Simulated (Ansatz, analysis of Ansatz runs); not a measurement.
# Na5InO4 (Pmmn), nudged elastic band: V_Na hop (2.9 Å) (q = 0), part 2 of 2

Aim: the barrier of one jump in Na5InO4 (Pmmn) at charge 0: V_Na hop (2.9 Å). The model is a cell of 40 host atoms with 1 Na taken out; Na is the atom that moves.

Ansatz 0.2.0; plane-wave PAW DFT, r2SCAN; nudged elastic band between two relaxed defect structures.

So far, barrier backward (eV): step 4 (nudged elastic band, charge 0) 0.616.

## (5) Single point at the top of the path, r2SCAN

A single point at the top of the band gives the levels near the gap and the populations there.

This step: plane-wave PAW DFT, r2SCAN; single point of a defect supercell on a structure of the r2SCAN path.

Input file q0_M1.top.probe/input.yaml:

```yaml
crystal:
  lattice:
    - [0.0, 7.57193307, 5.45251831]
    - [7.36502645, 0.0, 5.45251831]
    - [7.36502645, 7.57193307, 0.0]
  atoms:
    - { symbol: Na, position: [0.13293033, 0.11978386, 0.59262837] }
    - { symbol: Na, position: [0.60374845, 0.64893457, 0.09115482] }
[... 5 atom lines left out ...]
    - { symbol: Na, position: [0.34774878, 0.90808642, 0.36565738] }
[... 1 atom line left out ...]
    - { symbol: Na, position: [0.39536438, 0.84648999, 0.90874342] }
[... 3 atom lines left out ...]
    - { symbol: Na, position: [0.3548012, 0.40444649, 0.84504391] }
    - { symbol: Na, position: [0.85451771, 0.88760364, 0.33884054] }
[... 3 atom lines left out ...]
    - { symbol: Na, position: [0.54435133, 0.75282597, 0.64495741] }
[... 1 atom line left out ...]
    - { symbol: In, position: [0.61133602, 0.60603603, 0.39243558] }
[... 3 atom lines left out ...]
    - { symbol: O, position: [0.62061777, 0.38507553, 0.610026] }
[... 2 atom lines left out ...]
    - { symbol: O, position: [0.33418348, 0.08930006, 0.67624901] }
[... 2 atom lines left out ...]
    - { symbol: O, position: [0.60496613, 0.83925287, 0.37928929] }
[... 1 atom line left out ...]
    - { symbol: O, position: [0.89362275, 0.6808728, 0.58379467] }
[... 2 atom lines left out ...]
    - { symbol: O, position: [0.35673149, 0.60138173, 0.91949373] }
[... 1 atom line left out ...]
    - { symbol: O, position: [0.09464302, 0.86721629, 0.62736558] }
    - { symbol: O, position: [0.60921576, 0.37387348, 0.12479208] }
basis:
  ecutwfc: 500
  xc_grid: 2
hamiltonian:
  xc: r2scan
kpoints:
  mp_grid: { grid: [1, 1, 1] }
magnetization:
  spin_polarized: true
  initial_magnetization: 1
  spin_locking: { lock_magnetization: hard }
scf:
  occupations: { method: fixed }
  max_iter: 100
output:
  forces: true
  eigenvalues: true
  eigenstates: { localisation: true }
  populations: true
  write_density: true
  write_potential: true
  volumetric_format: npy
  elf: true
checkpoint:
  write: "../q0_M1.top.probe.run"
  compress: false
  write_wavefunctions: false
  write_every: 100000
```

Command:

```bash
$ ansatz run input.yaml --threads 4 --pin off --max-ram 7536MiB --backend cpu --events-out ev --progress --plain --runs-dir out
```

It took 27 s on 4 threads of Arm Neoverse V2, shared host; peak memory 1.5 GiB.

Read from the output:

```
free energy                           : -59844.7171 eV
total moment                          : 1 μB
integral of the absolute spin density : 1.265 μB
spin contamination                    : 0.004677
```

States next to the filling edge at the first k-point, on the run's own zero (eigenstates.tsv). The participation number counts the atoms that a state is spread over, of 39; bands count from 0.

| spin | band | energy (eV) | occupation | participation | largest share on | share |
| --- | --- | --- | --- | --- | --- | --- |
| down | 153 | 2.942 | 1.00 | 8.5 | O29 | 0.27 |
| down | 154 | 2.953 | 1.00 | 8.9 | O25 | 0.26 |
| down | 155 | 2.971 | 1.00 | 14.4 | O28 | 0.11 |
| down | 156 | 2.977 | 1.00 | 11.9 | O28 | 0.14 |
| down | 157 | 3.038 | 1.00 | 12.0 | O36 | 0.17 |
| down | 158 | 3.077 | 1.00 | 13.9 | O31 | 0.12 |
| down | 159 | 3.179 | 0.00 | 12.8 | O28 | 0.16 |
| down | 160 | 5.490 | 0.00 | 38.1 | In20 | 0.04 |
| down | 161 | 8.202 | 0.00 | 12.9 | In20 | 0.20 |
| down | 162 | 8.255 | 0.00 | 15.1 | In21 | 0.16 |
| down | 163 | 8.322 | 0.00 | 14.0 | In22 | 0.18 |
| up | 154 | 2.818 | 1.00 | 11.2 | O30 | 0.16 |
| up | 155 | 2.851 | 1.00 | 10.7 | O36 | 0.18 |
| up | 156 | 2.858 | 1.00 | 13.8 | O30 | 0.15 |
| up | 157 | 2.920 | 1.00 | 13.6 | O32 | 0.13 |
| up | 158 | 2.965 | 1.00 | 12.4 | O36 | 0.18 |
| up | 159 | 3.004 | 1.00 | 15.4 | O36 | 0.13 |
| up | 160 | 5.473 | 0.00 | 38.1 | In20 | 0.04 |
| up | 161 | 8.152 | 0.00 | 12.9 | In20 | 0.20 |
| up | 162 | 8.194 | 0.00 | 14.6 | In21 | 0.16 |
| up | 163 | 8.275 | 0.00 | 13.5 | In22 | 0.19 |
| up | 164 | 8.968 | 0.00 | 27.6 | In23 | 0.07 |

Under r2SCAN at the zone centre alone, the highest filled state is spin down, spread over 14 of 39 atoms, and the lowest empty one, 0.10 eV above it, is spin down, spread over 13 of 39 atoms.

Löwdin populations of the atoms near the centre, and their excess over far atoms of the same element, which can also hold differences between inequivalent host sites (the log counts sites from 0):

| atom | distance from the centre (Å) | electrons | excess |
| --- | --- | --- | --- |
| Na19 | 0.49 | 8.210 | -0.019 |
| O36 | 2.02 | 7.066 | -0.014 |
| O31 | 2.11 | 7.063 | -0.017 |
| Na14 | 2.74 | 8.217 | -0.013 |
| Na10 | 2.99 | 8.222 | -0.007 |
| In21 | 3.03 | 12.074 | -0.011 |
| Na15 | 3.05 | 8.223 | -0.006 |
| O25 | 3.14 | 7.021 | -0.059 |

The largest moments in the atoms' spheres: O28 0.17, O25 0.13, O33 0.11, O38 0.10, O31 0.08, O36 0.07 μB.

Spin density in the ab plane at fractional z = 0.653, through the centre, with atoms of Na and In and O within 0.45 Å of it.

Ten even steps from '0' (0.00 e/Å³) to '9' (0.24 e/Å³), each cell a mean:
```
00000000000000000000000000
01210000000000000000000000
01530000000000000000000000
03410000000000000000000000
02310000000000000000000000
00100000000000000000000000
00000000000000000000000000
00000000000000000000000000
00000000000000000000011000
00000000000000000000001000
00000000000000000000000000
00000000000000000000000000
00000000000000000000000000
00000000000000022000000000
00000000000000024100000000
00000000000000131000000000
00000000000000021000000000
00000000000000000000000000
00000000000000000000000000
00000000231000000000000000
00000000593000000000000000
00000001672000000000000000
00000001681000000000000000
00000000121000000000000000
```
Columns run along a (9.3 Å), rows up along b (9.2 Å). Atoms in or near the plane, at fractional coordinates: Na at (0.15, 0.59), Na at (0.59, 0.15), Na at (0.54, 0.75), In at (0.88, 0.89), O at (0.62, 0.39), O at (0.33, 0.09), O at (0.09, 0.87).

Electrostatic potential energy in the ab plane at fractional z = 0.653, through the centre, with atoms of Na and In and O within 0.45 Å of it. With pseudopotentials it is smooth inside the atoms' cores, unlike the true potential.

Values in eV, 13 rows by 16 columns, each cell a mean:
```
  4   2   7   8   9   9   9   8   7   6   6   4 -10 -22 -11   4
-15 -32  -5   9   9   9   7   4   3   4   6   4 -15 -35 -33  -8
  1 -15  -4   9   9   8   6  -7 -28 -13   4   6   1 -16 -23  -7
  6   5   6   8   8   8   7  -2 -29 -29   0   8   8   1   2   5
  5 -12 -23  -5   5   7   7   6   2   0   4   8   9 -10  -8   8
  6 -10 -34 -22   3   6   6   6   7   7   8   8   9   7   6   8
  7   5  -2  -1   5   6   7   7   8   9   9   9   8   8   7   7
  7   7   7   7   8   8   8   9   2 -17  -1   9   9   8   7   7
  8   8   7   7   8   8   8   9   5 -20 -15   8   9   8   8   8
  8   7   7   7   8   9   8   6   5   6   7   8   7   7   8   8
  4   0   4   7   4  -4   6   3 -15 -15   3   7   7   7   7   7
  0 -24 -13   5  -5 -34 -18   5 -13 -28  -4   6   7   7   7   6
  5  -3  -5   5   7  -5  -4   8   5   1   3   6   5   4   6   7
```
Columns run along a (9.3 Å; values clipped at the 3rd and 97th percentile), rows up along b (9.2 Å). Atoms in or near the plane, at fractional coordinates: Na at (0.15, 0.59), Na at (0.59, 0.15), Na at (0.54, 0.75), In at (0.88, 0.89), O at (0.62, 0.39), O at (0.33, 0.09), O at (0.09, 0.87).

Valence density in the ab plane at fractional z = 0.653, through the centre, with atoms of Na and In and O within 0.45 Å of it. It is the smooth field of the valence electrons, not physical close to the nuclei.

Values in e/Å³, 13 rows by 16 columns, each cell a mean:
```
 1  1  0  0  0  0  0  0  0  0  0  0  1  2  1  0
 2  5  1  0  0  0  0  0  0  0  0  0  1  6  5  1
 1  2  1  0  0  0  0  1  7  3  0  0  0  1  2  1
 0  0  0  0  0  0  0  1  9  7  0  0  0  1  1  0
 0  2  6  1  0  0  0  0  0  0  0  0  0  2  2  0
 0  2 12  4  0  0  0  0  0  0  0  0  0  0  1  0
 0  0  0  0  0  0  0  0  0  0  0  0  0  0  0  0
 0  0  0  0  0  0  0  0  1  3  1  0  0  0  0  0
 0  0  0  0  0  0  0  0  1  3  2  0  0  0  0  0
 0  0  0  0  0  0  0  0  0  0  0  0  0  0  0  0
 0  0  0  0  1  1  0  0  2  3  0  0  0  0  0  0
 0  3  2  0  1  5  3  0  2  5  1  0  0  0  0  0
 0  1  1  0  0  1  1  0  0  0  0  0  0  0  0  0
```
Columns run along a (9.3 Å), rows up along b (9.2 Å). Atoms in or near the plane, at fractional coordinates: Na at (0.15, 0.59), Na at (0.59, 0.15), Na at (0.54, 0.75), In at (0.88, 0.89), O at (0.62, 0.39), O at (0.33, 0.09), O at (0.09, 0.87).

## (6) Band with another choice: one atom missing from the final structure

This step: plane-wave PAW DFT, r2SCAN; nudged elastic band between two relaxed defect structures.

Input file q0_M1.try1/input.yaml:

```yaml
crystal:
  lattice:
    - [0.0, 7.57193307, 5.45251831]
    - [7.36502645, 0.0, 5.45251831]
    - [7.36502645, 7.57193307, 0.0]
  atoms:
    - { symbol: Na, position: [0.13289258, 0.12552376, 0.5916381] }
    - { symbol: Na, position: [0.59379103, 0.65820331, 0.08588805] }
[... 5 atom lines left out ...]
    - { symbol: Na, position: [0.34986763, 0.90871802, 0.37491876] }
[... 1 atom line left out ...]
    - { symbol: Na, position: [0.40892403, 0.84958177, 0.86759647] }
[... 3 atom lines left out ...]
    - { symbol: Na, position: [0.34645224, 0.39811342, 0.84854235] }
    - { symbol: Na, position: [0.85618784, 0.89587442, 0.33991428] }
[... 3 atom lines left out ...]
    - { symbol: Na, position: [0.62571108, 0.63291231, 0.65065919] }
[... 1 atom line left out ...]
    - { symbol: In, position: [0.61139362, 0.60510123, 0.38912748] }
[... 3 atom lines left out ...]
    - { symbol: O, position: [0.62241633, 0.3944702, 0.61083943] }
[... 2 atom lines left out ...]
    - { symbol: O, position: [0.33083982, 0.11324715, 0.66966924] }
[... 2 atom lines left out ...]
    - { symbol: O, position: [0.6135694, 0.83060375, 0.38699191] }
[... 1 atom line left out ...]
    - { symbol: O, position: [0.89821901, 0.67309135, 0.58864864] }
[... 2 atom lines left out ...]
    - { symbol: O, position: [0.37187298, 0.59359851, 0.90670571] }
[... 1 atom line left out ...]
    - { symbol: O, position: [0.09386162, 0.8714259, 0.62888154] }
    - { symbol: O, position: [0.61161787, 0.37362863, 0.12665382] }
basis:
  ecutwfc: 500
  xc_grid: 2
hamiltonian:
  xc: r2scan
kpoints:
  mp_grid: { grid: [1, 1, 1] }
magnetization:
  spin_polarized: true
  initial_magnetization: 1
  spin_locking: { lock_magnetization: hard }
scf:
  occupations: { method: fixed }
  max_iter: 100
output:
  forces: true
neb:
  images: 3
  f_tol: 0.05
  climbing: true
  initial_path: linear
  max_iterations: 30
  order_check: false
  final_atoms:
    - { symbol: Na, position: [0.10823148, 0.14681502, 0.59310876] }
    - { symbol: Na, position: [0.60823963, 0.64786391, 0.09371807] }
    - { symbol: Na, position: [0.15202639, 0.57910211, 0.66005296] }
    - { symbol: Na, position: [0.65912067, 0.0967956, 0.14623178] }
    - { symbol: Na, position: [0.16220564, 0.65389147, 0.34277952] }
    - { symbol: Na, position: [0.64722881, 0.14573239, 0.85207142] }
    - { symbol: Na, position: [0.85117798, 0.34897416, 0.14265657] }
    - { symbol: Na, position: [0.34451915, 0.90874552, 0.35146218] }
    - { symbol: Na, position: [0.80112917, 0.43060324, 0.82095828] }
    - { symbol: Na, position: [0.40621356, 0.84112723, 0.89984091] }
    - { symbol: Na, position: [0.91031216, 0.34011652, 0.39587958] }
    - { symbol: Na, position: [0.39633576, 0.34722665, 0.41369899] }
    - { symbol: Na, position: [0.89706072, 0.84737465, 0.91614481] }
    - { symbol: Na, position: [0.36301332, 0.40185044, 0.84087198] }
    - { symbol: Na, position: [0.83427809, 0.85972218, 0.37727333] }
    - { symbol: Na, position: [0.0789116, 0.65330609, 0.11697783] }
    - { symbol: Na, position: [0.58713554, 0.14382244, 0.60749971] }
    - { symbol: Na, position: [0.14793116, 0.10404725, 0.15626028] }
    - { symbol: Na, position: [0.3619181, 0.83485382, 0.65440416] }
    - { symbol: In, position: [0.10441648, 0.11375234, 0.89300263] }
    - { symbol: In, position: [0.6099657, 0.6058641, 0.39944411] }
    - { symbol: In, position: [0.38261831, 0.38875201, 0.11684864] }
    - { symbol: In, position: [0.89240386, 0.89103161, 0.61274425] }
    - { symbol: O, position: [0.11660881, 0.89111116, 0.11253136] }
    - { symbol: O, position: [0.62386224, 0.37484192, 0.60819189] }
    - { symbol: O, position: [0.39391102, 0.62069053, 0.38003876] }
    - { symbol: O, position: [0.89025074, 0.13077548, 0.87107809] }
    - { symbol: O, position: [0.32501671, 0.08668118, 0.67563027] }
    - { symbol: O, position: [0.82642096, 0.58773749, 0.17693058] }
    - { symbol: O, position: [0.1068167, 0.32343146, 0.91195971] }
    - { symbol: O, position: [0.58588976, 0.83962073, 0.39416998] }
    - { symbol: O, position: [0.40749824, 0.17053241, 0.0939123] }
    - { symbol: O, position: [0.93469163, 0.67616805, 0.58169214] }
    - { symbol: O, position: [0.16599887, 0.40472742, 0.33918484] }
    - { symbol: O, position: [0.66931346, 0.90294877, 0.83331301] }
    - { symbol: O, position: [0.35189826, 0.60790129, 0.91081545] }
    - { symbol: O, position: [0.87124023, 0.1037487, 0.39561838] }
    - { symbol: O, position: [0.10910598, 0.87325885, 0.63085916] }
```

The job ended after 0.01 s (4 threads; peak memory 0.13 GiB).

The program refused the input before any cycle.

The program's message: “Error: invalid value for `neb.final_atoms`: lists 38 atoms but crystal.atoms has 39 — the final endpoint must contain the same atoms in the same order”

The fault put into the input: one atom missing from the final structure.

What was changed: one atom missing from the final structure.

Cause: both ends must hold the same atoms. Fix: write both ends from one list.

## (7) Outcome

```
barrier forward                         : 0.20 eV
barrier backward                        : 0.62 eV
end less start                          : -0.41 eV
hop length                              : 2.51 Å
band iterations, as the log counts them : 7
```

What this shows: The top of the band lies 0.20 eV above the start and 0.62 eV above the end. With an assumed prefactor of 1e13 per second it gives one hop a second along this one path at about 80 K. At the top Na19 stands 2.16 Å from its nearest O, 0.10 Å closer than at the start. The order of the top as a saddle was not checked for all atoms, so a bent path could be lower. Limits: sampling at the zone centre alone can move energies of charged and open-shell states by tenths of an eV or more in cells of this size; r2SCAN makes the gap too small and tends to spread out bound carriers; spin–orbit coupling, which can matter with heavy atoms, is left out.

[Long decimals in the printed logs are rounded to 6 places.]

[Repeated set-up lines and some long k-point lines are left out of the logs, and relaxed atomic positions are cut to six decimals.]

[Logs are printed without paths, hosts, clocks, repeated set-up lines and the standing remarks that a program may print on its own settings, such as how far it seeks lower states.]

[Hosts, paths, dates, database ids (printed as entryN), source tags and the programs' standing remarks are cut or masked in the printed files.]
